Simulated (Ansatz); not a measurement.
# How well the gap of Li3SI (antiperovskite) (Pm-3m) can be computed, part 2 of 2

Wanted: the gap of Li3SI (antiperovskite) (Pm-3m) by functionals, hybrids and G0W0, carried to the basis limit, with what remains uncertain.

Ansatz 0.2.0; density functionals, hybrids, G0W0, plane waves, PAW. Known limits of the many-body steps: not at the basis limit; no spin-orbit coupling; coarse k mesh.

So far. Step 14 (G0W0@PBE, 2×2×2 mesh, 147 empty bands, screening to 72 …): Against the run with 4×4×4 mesh, 147 empty bands, screening to 72 eV, the gap moves by −0.18 eV. Step 15 (G0W0@HSE06, 4×4×4 mesh, 317 empty bands, screening to …): Against the run with 4×4×4 mesh, 317 empty bands, screening to 120 eV on PBE, the gap moves by +0.49 eV, while the start moved by +0.97 eV.

The structure was built from a prototype and need not be the compound's stable phase.

In doubt: masses and optical values from hybrid runs of this build are listed as unsure (step 15), which bears on the screening that GW takes from such a start.

## Step 16: G0W0@PBE, 4×4×4 mesh, 317 empty bands, screening to 120 eV, plasmon pole

A plasmon pole stands in for the full frequency dependence of the screening; this run shows what that costs in accuracy.

This step: G0W0 on PBE, plane waves, PAW.

Contents of input.yaml:

```yaml
crystal:
  lattice:
    - [4.7368166536, 0.0, 0.0]
    - [0.0, 4.7368166536, 0.0]
    - [0.0, 0.0, 4.7368166536]
  atoms:
    - { symbol: I, position: [0.0, 0.0, 0.0] }
    - { symbol: S, position: [0.5, 0.5, 0.5] }
    - { symbol: Li, position: [0.5, 0.5, 0.0] }
    - { symbol: Li, position: [0.5, 0.0, 0.5] }
    - { symbol: Li, position: [0.0, 0.5, 0.5] }
kpoints:
  mp_grid: { grid: [4, 4, 4] }
hamiltonian:
  xc: pbe
scf:
  occupations: { method: fixed }
gw:
  n_empty_bands: 317
  ecut_chi: 120.0
  qp_bands: [v2, c2]
  qp_kpoints: band_edges
  screening: { model: godby_needs }
```

Command:

```bash
$ ansatz run input.yaml --threads 4 --pin off --max-ram 17510MiB --backend cpu --events-out ev --progress --plain --runs-dir out
```

The job ended after 56 s (4 threads of Arm Neoverse V2, shared host; peak memory 1.1 GiB).

Numbers from this step:

```
bands summed                                 : 333
plasmon-pole fit frequency                   : 20.38 eV
RPA ε∞ on this mesh (eigenvalues)            : 3.857, 3.857, 3.857
plane waves in the screening matrix          : 305
G0W0 gap on the mesh                         : 5.041 eV
k of the valence top                         : 0, -0.5, -0.5
k of the conduction bottom                   : 0, -0.5, -0.5
starting gap on the mesh                     : 3.515 eV
least direct G0W0 gap on the computed points : 5.041 eV
```

Against the run with 4×4×4 mesh, 317 empty bands, screening to 120 eV, the gap moves by −0.004 eV.

## Step 17: G0W0@PBE, 4×4×4 mesh, 470 empty bands, screening to 156 eV, hard PAW files

Other atomic data (hard PAW) test the pseudisation: the cutoff goes from 420 to 780 eV, with the same valence electrons. Bands and screening cutoff change too, so the step is no clean test of the files.

input.yaml, as its differences from that of step 16:

```diff
@@ -15,2 +15,3 @@
   xc: pbe
+  pseudopotentials: { kind: paw, source: ansatz }
 scf:
@@ -18,6 +19,6 @@
 gw:
-  n_empty_bands: 317
-  ecut_chi: 120.0
+  n_empty_bands: 470
+  ecut_chi: 156.0
   qp_bands: [v2, c2]
   qp_kpoints: band_edges
-  screening: { model: godby_needs }
+  screening: { model: contour_deformation }
```

Elapsed: 2.4 min, on 4 threads; peak memory 2.4 GiB.

This step gave:

* bands summed: 486
* RPA ε∞ on this mesh (eigenvalues): 3.858, 3.858, 3.858
* plane waves in the screening matrix: 461
* G0W0 gap on the mesh: 5.108 eV
* k of the valence top: 0, -0.5, -0.5
* k of the conduction bottom: 0, -0.5, -0.5
* starting gap on the mesh: 3.515 eV
* least direct G0W0 gap on the computed points: 5.108 eV

Against the run with 4×4×4 mesh, 317 empty bands, screening to 120 eV, the gap moves by +0.06 eV.

## Step 18: G0W0@LDA, 4×4×4 mesh, 317 empty bands, screening to 120 eV

This step: G0W0 on LDA, plane waves, PAW.

input.yaml, as its differences from that of step 17:

```diff
@@ -14,4 +14,3 @@
 hamiltonian:
-  xc: pbe
-  pseudopotentials: { kind: paw, source: ansatz }
+  xc: lda
 scf:
@@ -19,4 +18,4 @@
 gw:
-  n_empty_bands: 470
-  ecut_chi: 156.0
+  n_empty_bands: 317
+  ecut_chi: 120.0
   qp_bands: [v2, c2]
```

It took 44 s on 4 threads; peak memory 1.1 GiB; 2.8 min of CPU time.

Numbers from this step:

```
bands summed                                 : 333
RPA ε∞ on this mesh (eigenvalues)            : 4.050, 4.050, 4.050
plane waves in the screening matrix          : 305
G0W0 gap on the mesh                         : 4.957 eV
k of the valence top                         : 0, -0.5, -0.5
k of the conduction bottom                   : 0, -0.5, -0.5
starting gap on the mesh                     : 3.301 eV
least direct G0W0 gap on the computed points : 4.957 eV
```

Against the run with 4×4×4 mesh, 317 empty bands, screening to 120 eV on HSE06, the gap moves by −0.58 eV, while the start moved by −1.18 eV.

## Step 19: The ladder

Times are wall times on 4 threads of Arm Neoverse V2, shared host, good to a factor of about two. G0W0 rows are gaps on the mesh, lowered by the amount that the mesh misses the start's edges, a rough step that assumes the same correction there.

```csv
level,gap (eV),least direct gap (eV),time
PBE,3.51,3.51,1.6 s
LDA,3.30,3.30,0.97 s
PBE+SOC,3.40,3.40,6.3 s
r2SCAN,4.12,4.12,2.3 s
HSE06,4.48,4.48,22 s
PBE0,5.17,5.17,21 s
DDH-PBE0,5.09,5.09,28 s
G0W0@PBE (52 empty bands),4.71,-,5.3 s
G0W0@PBE (147 empty bands),4.89,-,12 s
G0W0@PBE (317 empty bands),5.05,-,44 s
"G0W0@PBE (147 empty bands, 2×2×2)",4.71,-,2.6 s
G0W0@HSE06 (317 empty bands),5.54,-,2.5 min
"G0W0@PBE (317 empty bands, plasmon pole)",5.04,-,56 s
"G0W0@PBE (470 empty bands, hard PAW)",5.11,-,2.4 min
G0W0@LDA (317 empty bands),4.96,-,44 s
```

## Step 20: Adding up the best estimate

```
                                                                   term      eV  running total (eV)
                                             G0W0 on the mesh, top rung   5.046               5.046
to the limit, by a line in one over the bands through the two top rungs  +0.154               5.199
                                            spin-orbit change, from PBE  −0.113               5.087
```

Changes that are not added in, each against a run with equal bands and cutoff:

| change | eV |
| --- | --- |
| the coarser 2×2×2 mesh (change of the correction alone) | −0.18 |
| start HSE06 | +0.49 |
| plasmon pole in place of full frequency | −0.004 |
| start LDA | −0.09 |

## Step 21: Outcome

| Property | Result |
| --- | --- |
| PBE gap | 3.51 eV, direct |
| HSE06 | 4.48 eV |
| PBE0 | 5.17 eV |
| DDH-PBE0 | 5.09 eV |
| G0W0, top rung on the mesh | 5.05 eV |
| best estimate, G0W0@PBE with spin-orbit change | 5.09 eV |
| GW settings of the top rung | 4×4×4 mesh, 317 empty bands, screening to 120 eV |
| known limits | one-shot GW, static lattice |

The best estimate for G0W0@PBE is 5.09 eV, direct on the mesh, against 3.40 eV at the start (both with spin-orbit coupling). The pair of rungs below gives a limit −0.19 eV away. On hard PAW files with 486 bands the gap on the mesh is 5.11 eV, against a limit of 5.20 eV on default PAW files; that run is itself short of its own limit, so the pair doesn't isolate the files. Of the changes left open the largest, +0.49 eV, comes from starting at HSE06. Among the functionals PBE0 comes nearest: −0.03 eV from the estimate without its spin-orbit term (5.20 eV). That ranking leans on the start chosen for G0W0. The RPA ε∞ on the GW mesh averages 3.9 against 4.2 from perturbation theory, which takes a denser mesh of its own and holds the xc response as well. All runs took 9.2 min, 83 % of it in G0W0.

[Paths, hosts, dates, memory and timing lines, banners, echoed tables and standing remarks are left out of the program output.]

[Logs are printed without paths, hosts, clocks, repeated set-up lines and the standing remarks that a program may print on its own settings, such as how far it seeks lower states.]

[Runs of the session that timed out or met a known fault of the program may be left out.]

[Cells called generated may have been cut or substituted from an entry of the Crystallography Open Database or the Materials Project.]

[Hosts, paths, dates, database ids (printed as entryN), source tags and the programs' standing remarks are cut or masked in the printed files.]
